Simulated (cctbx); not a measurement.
# Interatomic vectors of BeCu2Pb2O5

Space group Immm (no. 71), a = 3.5660 Å, b = 4.0250 Å, c = 19.1120 Å, α = 90.00°, β = 90.00°, γ = 90.00°, content Pb4 Cu4 O10 Be2.

Simulated single-crystal data (cctbx): Cu Kα, λ = 1.54184 Å, to d = 0.83 Å, 80 % of the full sphere, strongest reflection 70000 counts, noise from counting, a 1.5 % proportional error and a noise floor of 8 counts (s.d.); no absorption.

Patterson synthesis, origin scaled to 1000:

```text
Patterson group I m m m
      u       v       w   height  length (A)
  0.000   0.000   0.000   1000.0     0.00
  0.000   0.000   0.207    505.8     3.95
  0.000   0.000   0.391    255.1     7.48
  0.000   0.000   0.500     98.2     9.56
  0.000   0.500   0.389     96.5     7.71
  0.000   0.500   0.173     55.6     3.88
  0.000   0.000   0.285     47.7     5.45
  0.000   0.500   0.000     33.0     2.01
  0.000   0.276   0.028     28.5     1.23
  0.000   0.500   0.446     27.7     8.75
  0.104   0.000   0.108     21.2     2.10
  0.241   0.120   0.038     19.7     1.22
  0.000   0.000   0.063     18.3     1.20
  0.000   0.276   0.191     17.5     3.82
```

**Question.** Which atom pairs make the peaks, and where is the heaviest atom?

A peak at u stands for all pairs with xi − xj = u, with weight Σ ZiZj against Σ Z² = 30932 at the origin. Peak heights follow these weights only roughly, since form factors, motion and series ripples differ, all vectors within 0.55 Å of a peak are counted as merged into it though the farther ones add only part of their weight, and F(000) is left out, which lowers the whole map:

| u | v | w | shortest length (Å) | height | 1000 ΣZiZj/ΣZ² | pairs in the cell |
| --- | --- | --- | --- | --- | --- | --- |
| 0.000 | 0.000 | 0.207 | 3.96 | 506 | 770 | 2 × Pb–Pb, 4 × Pb–Cu, 4 × Cu–Be, 6 × O–O |
| 0.000 | 0.000 | 0.391 | 3.40 | 255 | 350 | 4 × Pb–Cu, 4 × Pb–Be |
| 0.000 | 0.000 | 0.500 | 2.69 | 98 | 170 | 8 × Pb–O |
| 0.000 | 0.500 | 0.389 | 2.77 | 96 | 170 | 8 × Pb–O |
| 0.000 | 0.500 | 0.173 | 3.87 | 56 | 85 | 4 × Pb–O |
| 0.000 | 0.000 | 0.285 | 4.91 | 48 | 85 | 4 × Pb–O |

The table stops at ten peaks or at a height of 45, below which ripples compete. In the model behind the data Pb, the heaviest element, has 1 independent site: (0, 0, 0.6059), up to an allowed shift of origin; the Pb–Pb vectors are differences of these positions and their symmetry mates. The whole model:

```
atom  mult.    x    y       z  Ueq (Å²)
 Pb1      4    0    0  0.6059    0.0060
 Cu1      4  1/2  1/2  0.7144    0.0082
  O1      4  1/2    0  0.7195    0.0098
  O2      2    0  1/2       0    0.0170
  O3      4    0    0  0.8956    0.0101
 Be1      2    0    0       0    0.0184
```

The model was made for the exercise: a known structure type with other elements put in, its volume estimated, not relaxed; displacement parameters are assumed.

[Logs are printed without paths, hosts, clocks, repeated set-up lines and the standing remarks that a program may print on its own settings, such as how far it seeks lower states.]
